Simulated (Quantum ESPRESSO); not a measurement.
# Projected density of states of magnetic K2MnSe2, part 2 of 2

Where do the states of the two spins of K2MnSe2 lie?

Quantum ESPRESSO 7.5; PBEsol with U = 4 eV on Mn d (ortho-atomic projectors); plane waves with GBRV 1.5 PBEsol potentials, no spin-orbit coupling.

So far, absolute magnetization (μB): step 2 (the magnetic state) 9.74.

### Step 3. Projected density of states

Level of this step: PBEsol with U = 4 eV on Mn d (ortho-atomic projectors); plane waves with GBRV 1.5 PBEsol potentials, no spin-orbit coupling, projections on orthogonalised atomic orbitals (Quantum ESPRESSO).

File projwfc.in:

```
&PROJWFC
  prefix = 'pwscf'
  outdir = './tmp'
  filpdos = 'pdos'
  ngauss = 0
  degauss = 0.01
  DeltaE = 0.05
  Emin = -3.85
  Emax = 10.15
/
```

Run with:

```
OMP_NUM_THREADS=1 mpirun -n 4 projwfc.x -nk 4 -in projwfc.in > projwfc.out
```

The log of the run:

```text
[banner, memory and clock lines left out]
Program PROJWFC v.7.5 starts

     [... lines left out ...]
     IMPORTANT: XC functional enforced from input :
     Exchange-correlation= PBESOL
                           (   1   4  10   8   0   0   0)
     Any further DFT definition will be discarded
     Please, verify this is what you really want

     G-vector sticks info

     Check: negative core charge=   -0.000012

     negative rho (up, down):  3.333E-04 3.333E-04

     Gaussian broadening (read from input): ngauss,degauss=   0    0.010000

     Calling projwave ....

  Problem Sizes
  natomwfc =           74
  nbnd     =           63
  nkstot   =           36
  npwx     =         8791
  nkb      =          180

     Atomic states used for projection
     (read from pseudopotential files):

     state #   1: atom   1 (K  ), wfc  1 (l=0 m= 1)
     state #   2: atom   1 (K  ), wfc  2 (l=1 m= 1)
     state #   3: atom   1 (K  ), wfc  2 (l=1 m= 2)
     state #   4: atom   1 (K  ), wfc  2 (l=1 m= 3)
     state #   5: atom   1 (K  ), wfc  3 (l=0 m= 1)
     state #   6: atom   1 (K  ), wfc  4 (l=1 m= 1)
     state #   7: atom   1 (K  ), wfc  4 (l=1 m= 2)
     state #   8: atom   1 (K  ), wfc  4 (l=1 m= 3)
     state #   9: atom   2 (K  ), wfc  1 (l=0 m= 1)
     state #  10: atom   2 (K  ), wfc  2 (l=1 m= 1)
     state #  11: atom   2 (K  ), wfc  2 (l=1 m= 2)
     state #  12: atom   2 (K  ), wfc  2 (l=1 m= 3)
     state #  13: atom   2 (K  ), wfc  3 (l=0 m= 1)
     state #  14: atom   2 (K  ), wfc  4 (l=1 m= 1)
     state #  15: atom   2 (K  ), wfc  4 (l=1 m= 2)
     state #  16: atom   2 (K  ), wfc  4 (l=1 m= 3)
     state #  17: atom   3 (K  ), wfc  1 (l=0 m= 1)
     state #  18: atom   3 (K  ), wfc  2 (l=1 m= 1)
     state #  19: atom   3 (K  ), wfc  2 (l=1 m= 2)
     state #  20: atom   3 (K  ), wfc  2 (l=1 m= 3)
     state #  21: atom   3 (K  ), wfc  3 (l=0 m= 1)
     state #  22: atom   3 (K  ), wfc  4 (l=1 m= 1)
     state #  23: atom   3 (K  ), wfc  4 (l=1 m= 2)
     state #  24: atom   3 (K  ), wfc  4 (l=1 m= 3)
     state #  25: atom   4 (K  ), wfc  1 (l=0 m= 1)
     state #  26: atom   4 (K  ), wfc  2 (l=1 m= 1)
     state #  27: atom   4 (K  ), wfc  2 (l=1 m= 2)
     state #  28: atom   4 (K  ), wfc  2 (l=1 m= 3)
     state #  29: atom   4 (K  ), wfc  3 (l=0 m= 1)
     state #  30: atom   4 (K  ), wfc  4 (l=1 m= 1)
     state #  31: atom   4 (K  ), wfc  4 (l=1 m= 2)
     state #  32: atom   4 (K  ), wfc  4 (l=1 m= 3)
     state #  33: atom   5 (Mn1), wfc  1 (l=0 m= 1)
     state #  34: atom   5 (Mn1), wfc  2 (l=1 m= 1)
     state #  35: atom   5 (Mn1), wfc  2 (l=1 m= 2)
     state #  36: atom   5 (Mn1), wfc  2 (l=1 m= 3)
     state #  37: atom   5 (Mn1), wfc  3 (l=0 m= 1)
     state #  38: atom   5 (Mn1), wfc  4 (l=2 m= 1)
     state #  39: atom   5 (Mn1), wfc  4 (l=2 m= 2)
     state #  40: atom   5 (Mn1), wfc  4 (l=2 m= 3)
     state #  41: atom   5 (Mn1), wfc  4 (l=2 m= 4)
     state #  42: atom   5 (Mn1), wfc  4 (l=2 m= 5)
     state #  43: atom   5 (Mn1), wfc  5 (l=1 m= 1)
     state #  44: atom   5 (Mn1), wfc  5 (l=1 m= 2)
     state #  45: atom   5 (Mn1), wfc  5 (l=1 m= 3)
     state #  46: atom   6 (Mn2), wfc  1 (l=0 m= 1)
     state #  47: atom   6 (Mn2), wfc  2 (l=1 m= 1)
     state #  48: atom   6 (Mn2), wfc  2 (l=1 m= 2)
     state #  49: atom   6 (Mn2), wfc  2 (l=1 m= 3)
     state #  50: atom   6 (Mn2), wfc  3 (l=0 m= 1)
     state #  51: atom   6 (Mn2), wfc  4 (l=2 m= 1)
     state #  52: atom   6 (Mn2), wfc  4 (l=2 m= 2)
     state #  53: atom   6 (Mn2), wfc  4 (l=2 m= 3)
     state #  54: atom   6 (Mn2), wfc  4 (l=2 m= 4)
     state #  55: atom   6 (Mn2), wfc  4 (l=2 m= 5)
     state #  56: atom   6 (Mn2), wfc  5 (l=1 m= 1)
     state #  57: atom   6 (Mn2), wfc  5 (l=1 m= 2)
     state #  58: atom   6 (Mn2), wfc  5 (l=1 m= 3)
     state #  59: atom   7 (Se ), wfc  1 (l=0 m= 1)
     state #  60: atom   7 (Se ), wfc  2 (l=1 m= 1)
     state #  61: atom   7 (Se ), wfc  2 (l=1 m= 2)
     state #  62: atom   7 (Se ), wfc  2 (l=1 m= 3)
     state #  63: atom   8 (Se ), wfc  1 (l=0 m= 1)
     state #  64: atom   8 (Se ), wfc  2 (l=1 m= 1)
     state #  65: atom   8 (Se ), wfc  2 (l=1 m= 2)
     state #  66: atom   8 (Se ), wfc  2 (l=1 m= 3)
     state #  67: atom   9 (Se ), wfc  1 (l=0 m= 1)
     state #  68: atom   9 (Se ), wfc  2 (l=1 m= 1)
     state #  69: atom   9 (Se ), wfc  2 (l=1 m= 2)
     state #  70: atom   9 (Se ), wfc  2 (l=1 m= 3)
     state #  71: atom  10 (Se ), wfc  1 (l=0 m= 1)
     state #  72: atom  10 (Se ), wfc  2 (l=1 m= 1)
     state #  73: atom  10 (Se ), wfc  2 (l=1 m= 2)
     state #  74: atom  10 (Se ), wfc  2 (l=1 m= 3)

 [... projections of the bands left out ...]

Lowdin Charges:

     Atom #   1: total charge =   8.7069, s =  2.1251, p =  6.5818, d =  0.0000,
                 spin up      =   4.3534, s =  1.0625,
                 spin up      =   4.3534, p =  3.2909, pz=  1.0931, px=  1.0979, py=  1.0999,
                 spin up      =   4.3534, d =  0.0000, dz2=  0.0000, dxz=  0.0000, dyz=  0.0000, dx2-y2=  0.0000, dxy=  0.0000,
                 spin down    =   4.3534, s =  1.0625,
                 spin down    =   4.3534, p =  3.2909, pz=  1.0931, px=  1.0979, py=  1.0999,
                 spin down    =   4.3534, d =  0.0000, dz2=  0.0000, dxz=  0.0000, dyz=  0.0000, dx2-y2=  0.0000, dxy=  0.0000,
                 polarization =  -0.0000, s = -0.0000, p = -0.0000, d =  0.0000,
     Atom #   2: total charge =   8.7069, s =  2.1251, p =  6.5818, d =  0.0000,
                 spin up      =   4.3534, s =  1.0625,
                 spin up      =   4.3534, p =  3.2909, pz=  1.0931, px=  1.0979, py=  1.0999,
                 spin up      =   4.3534, d =  0.0000, dz2=  0.0000, dxz=  0.0000, dyz=  0.0000, dx2-y2=  0.0000, dxy=  0.0000,
                 spin down    =   4.3534, s =  1.0625,
                 spin down    =   4.3534, p =  3.2909, pz=  1.0931, px=  1.0979, py=  1.0999,
                 spin down    =   4.3534, d =  0.0000, dz2=  0.0000, dxz=  0.0000, dyz=  0.0000, dx2-y2=  0.0000, dxy=  0.0000,
                 polarization =  -0.0000, s = -0.0000, p = -0.0000, d =  0.0000,
     Atom #   3: total charge =   8.7069, s =  2.1251, p =  6.5818, d =  0.0000,
                 spin up      =   4.3534, s =  1.0625,
                 spin up      =   4.3534, p =  3.2909, pz=  1.0931, px=  1.0979, py=  1.0999,
                 spin up      =   4.3534, d =  0.0000, dz2=  0.0000, dxz=  0.0000, dyz=  0.0000, dx2-y2=  0.0000, dxy=  0.0000,
                 spin down    =   4.3534, s =  1.0625,
                 spin down    =   4.3534, p =  3.2909, pz=  1.0931, px=  1.0979, py=  1.0999,
                 spin down    =   4.3534, d =  0.0000, dz2=  0.0000, dxz=  0.0000, dyz=  0.0000, dx2-y2=  0.0000, dxy=  0.0000,
                 polarization =  -0.0000, s = -0.0000, p = -0.0000, d =  0.0000,
     Atom #   4: total charge =   8.7069, s =  2.1251, p =  6.5818, d =  0.0000,
                 spin up      =   4.3534, s =  1.0625,
                 spin up      =   4.3534, p =  3.2909, pz=  1.0931, px=  1.0979, py=  1.0999,
                 spin up      =   4.3534, d =  0.0000, dz2=  0.0000, dxz=  0.0000, dyz=  0.0000, dx2-y2=  0.0000, dxy=  0.0000,
                 spin down    =   4.3534, s =  1.0625,
                 spin down    =   4.3534, p =  3.2909, pz=  1.0931, px=  1.0979, py=  1.0999,
                 spin down    =   4.3534, d =  0.0000, dz2=  0.0000, dxz=  0.0000, dyz=  0.0000, dx2-y2=  0.0000, dxy=  0.0000,
                 polarization =  -0.0000, s = -0.0000, p = -0.0000, d =  0.0000,
     Atom #   5: total charge =  15.0729, s =  2.4803, p =  7.2967, d =  5.2959,
                 spin up      =   9.9412, s =  1.2733,
                 spin up      =   9.9412, p =  3.7202, pz=  1.2374, px=  1.2458, py=  1.2370,
                 spin up      =   9.9412, d =  4.9478, dz2=  0.9900, dxz=  0.9873, dyz=  0.9874, dx2-y2=  0.9973, dxy=  0.9858,
                 spin down    =   5.1317, s =  1.2070,
                 spin down    =   5.1317, p =  3.5765, pz=  1.1891, px=  1.1980, py=  1.1894,
                 spin down    =   5.1317, d =  0.3482, dz2=  0.0418, dxz=  0.0960, dyz=  0.0916, dx2-y2=  0.0389, dxy=  0.0799,
                 polarization =   4.8095, s =  0.0662, p =  0.1437, d =  4.5996,
     Atom #   6: total charge =  15.0729, s =  2.4803, p =  7.2967, d =  5.2959,
                 spin up      =   5.1317, s =  1.2070,
                 spin up      =   5.1317, p =  3.5765, pz=  1.1891, px=  1.1980, py=  1.1894,
                 spin up      =   5.1317, d =  0.3482, dz2=  0.0418, dxz=  0.0960, dyz=  0.0916, dx2-y2=  0.0389, dxy=  0.0799,
                 spin down    =   9.9412, s =  1.2733,
                 spin down    =   9.9412, p =  3.7202, pz=  1.2374, px=  1.2458, py=  1.2370,
                 spin down    =   9.9412, d =  4.9478, dz2=  0.9900, dxz=  0.9873, dyz=  0.9874, dx2-y2=  0.9973, dxy=  0.9858,
                 polarization =  -4.8096, s = -0.0662, p = -0.1437, d = -4.5996,
     Atom #   7: total charge =   6.2027, s =  1.5662, p =  4.6365, d =  0.0000,
                 spin up      =   3.1014, s =  0.7831,
                 spin up      =   3.1014, p =  2.3183, pz=  0.7541, px=  0.7789, py=  0.7853,
                 spin up      =   3.1014, d =  0.0000, dz2=  0.0000, dxz=  0.0000, dyz=  0.0000, dx2-y2=  0.0000, dxy=  0.0000,
                 spin down    =   3.1013, s =  0.7831,
                 spin down    =   3.1013, p =  2.3182, pz=  0.7541, px=  0.7788, py=  0.7853,
                 spin down    =   3.1013, d =  0.0000, dz2=  0.0000, dxz=  0.0000, dyz=  0.0000, dx2-y2=  0.0000, dxy=  0.0000,
                 polarization =   0.0000, s =  0.0000, p =  0.0000, d =  0.0000,
     Atom #   8: total charge =   6.2027, s =  1.5662, p =  4.6365, d =  0.0000,
                 spin up      =   3.1014, s =  0.7831,
                 spin up      =   3.1014, p =  2.3183, pz=  0.7541, px=  0.7789, py=  0.7853,
                 spin up      =   3.1014, d =  0.0000, dz2=  0.0000, dxz=  0.0000, dyz=  0.0000, dx2-y2=  0.0000, dxy=  0.0000,
                 spin down    =   3.1013, s =  0.7831,
                 spin down    =   3.1013, p =  2.3182, pz=  0.7541, px=  0.7788, py=  0.7853,
                 spin down    =   3.1013, d =  0.0000, dz2=  0.0000, dxz=  0.0000, dyz=  0.0000, dx2-y2=  0.0000, dxy=  0.0000,
                 polarization =   0.0000, s =  0.0000, p =  0.0000, d =  0.0000,
     Atom #   9: total charge =   6.2027, s =  1.5662, p =  4.6365, d =  0.0000,
                 spin up      =   3.1014, s =  0.7831,
                 spin up      =   3.1014, p =  2.3183, pz=  0.7541, px=  0.7789, py=  0.7853,
                 spin up      =   3.1014, d =  0.0000, dz2=  0.0000, dxz=  0.0000, dyz=  0.0000, dx2-y2=  0.0000, dxy=  0.0000,
                 spin down    =   3.1013, s =  0.7831,
                 spin down    =   3.1013, p =  2.3182, pz=  0.7541, px=  0.7788, py=  0.7853,
                 spin down    =   3.1013, d =  0.0000, dz2=  0.0000, dxz=  0.0000, dyz=  0.0000, dx2-y2=  0.0000, dxy=  0.0000,
                 polarization =   0.0000, s =  0.0000, p =  0.0000, d =  0.0000,
     Atom #  10: total charge =   6.2027, s =  1.5662, p =  4.6365, d =  0.0000,
```

Run time: 4.6 s. Hardware: 4 MPI ranks of Intel Xeon Platinum 8488C (Sapphire Rapids), shared host; peak memory 0.68 GiB; 18 s of CPU time.

The density of states has structure finer than the step of the table below, so its rows give means over 0.5 eV, whole bins alone (the curve runs from -9.00 to 5.05 eV). Peaks (eV: height): up -5.50: 16.4, -2.20: 8.28, -1.45: 7.26, 2.45: 11.3; down -5.50: 16.4, -2.20: 8.28, -1.45: 7.26, 2.45: 11.3; K1 p up -2.25: 0.126, 2.45: 0.223, 3.85: 0.393; K1 p down -2.25: 0.126, 2.45: 0.223, 3.85: 0.393; Mn5 d up -5.50: 14.7.

Gaussian broadening of 0.136 eV on the SCF mesh. Density of states against energy, zero at the Fermi level; means over each step; 7 of 8 lines; values in states/eV/cell:

```
energy (eV)      up    down  K1 p up  K1 p down  Mn5 d up  Mn5 d down = Mn6 d up  Mn6 d down
       -6.5       0       0        0          0         0                      0           0
       -6.0   0.552   0.552  0.00129    0.00129     0.459                0.00215       0.459
       -5.5    9.39    9.39   0.0172     0.0172      8.32                0.00952        8.32
       -5.0  0.0570  0.0570   7.6e-5     7.6e-5    0.0522                 3.5e-5      0.0522
       -4.5    1.21    1.21   0.0147     0.0147    0.0340                 0.0134      0.0340
       -4.0    1.82    1.82   0.0206     0.0206    0.0602                 0.0139      0.0602
       -3.5    1.32    1.32   0.0172     0.0172    0.0804                0.00369      0.0804
       -3.0    3.16    3.16   0.0466     0.0466    0.0543                 0.0221      0.0543
       -2.5    4.93    4.93   0.0735     0.0735     0.131                  0.177       0.131
       -2.0    5.05    5.05   0.0660     0.0660     0.193                  0.258       0.193
       -1.5    5.87    5.87   0.0462     0.0462     0.350                  0.151       0.350
       -1.0   0.635   0.635  0.00389    0.00389    0.0451                0.00797      0.0451
       -0.5       0       0        0          0         0                      0           0
        0.0       0       0        0          0         0                      0           0
        0.5  2.2e-4  2.2e-4        0          0         0                      0           0
        1.0  0.0310  0.0310   5.0e-5     5.0e-5         0                 9.5e-5           0
        1.5   0.239   0.239  0.00821    0.00821    3.1e-4                 0.0192      3.1e-4
        2.0    1.13    1.13   0.0341     0.0341   0.00263                  0.467     0.00263
        2.5    8.76    8.76    0.167      0.167    0.0212                   5.32      0.0212
        3.0    4.10    4.10    0.193      0.193   0.00464                   1.25     0.00464
        3.5    4.01    4.01    0.306      0.306   0.00567                  0.446     0.00567
        4.0    4.46    4.46    0.300      0.301   0.00722                  0.396     0.00722
        4.5    4.10    4.10    0.183      0.183   0.00859                  0.271     0.00859
```

### Step 4. What came out

```json
{
 "state": "antiferromagnetic",
 "largest moment in a sphere": "4.34 μB"
}
```

The most distinct maxima of the density of states (up) lie at -5.50, -2.20, -1.45, 2.45 and 3.90 eV, the highest at -5.50 eV. These are Kohn–Sham states without spin–orbit coupling, on the mesh of the self-consistent run. The moments are opposed on like sites, so the totals of the two spins are equal and the projections on single atoms show the splitting.

[Logs and program files are shortened in this print: banners, set-up blocks, solver, clock and traceback lines can be left out without a mark of their own.]

[Logs are printed without paths, hosts, clocks, repeated set-up lines and the standing remarks that a program may print on its own settings, such as how far it seeks lower states.]

[Hosts, paths, dates, database ids (printed as entryN), source tags and the programs' standing remarks are cut or masked in the printed files.]

[Where a cell is said to come from a database of computed structures, the database is the Materials Project.]
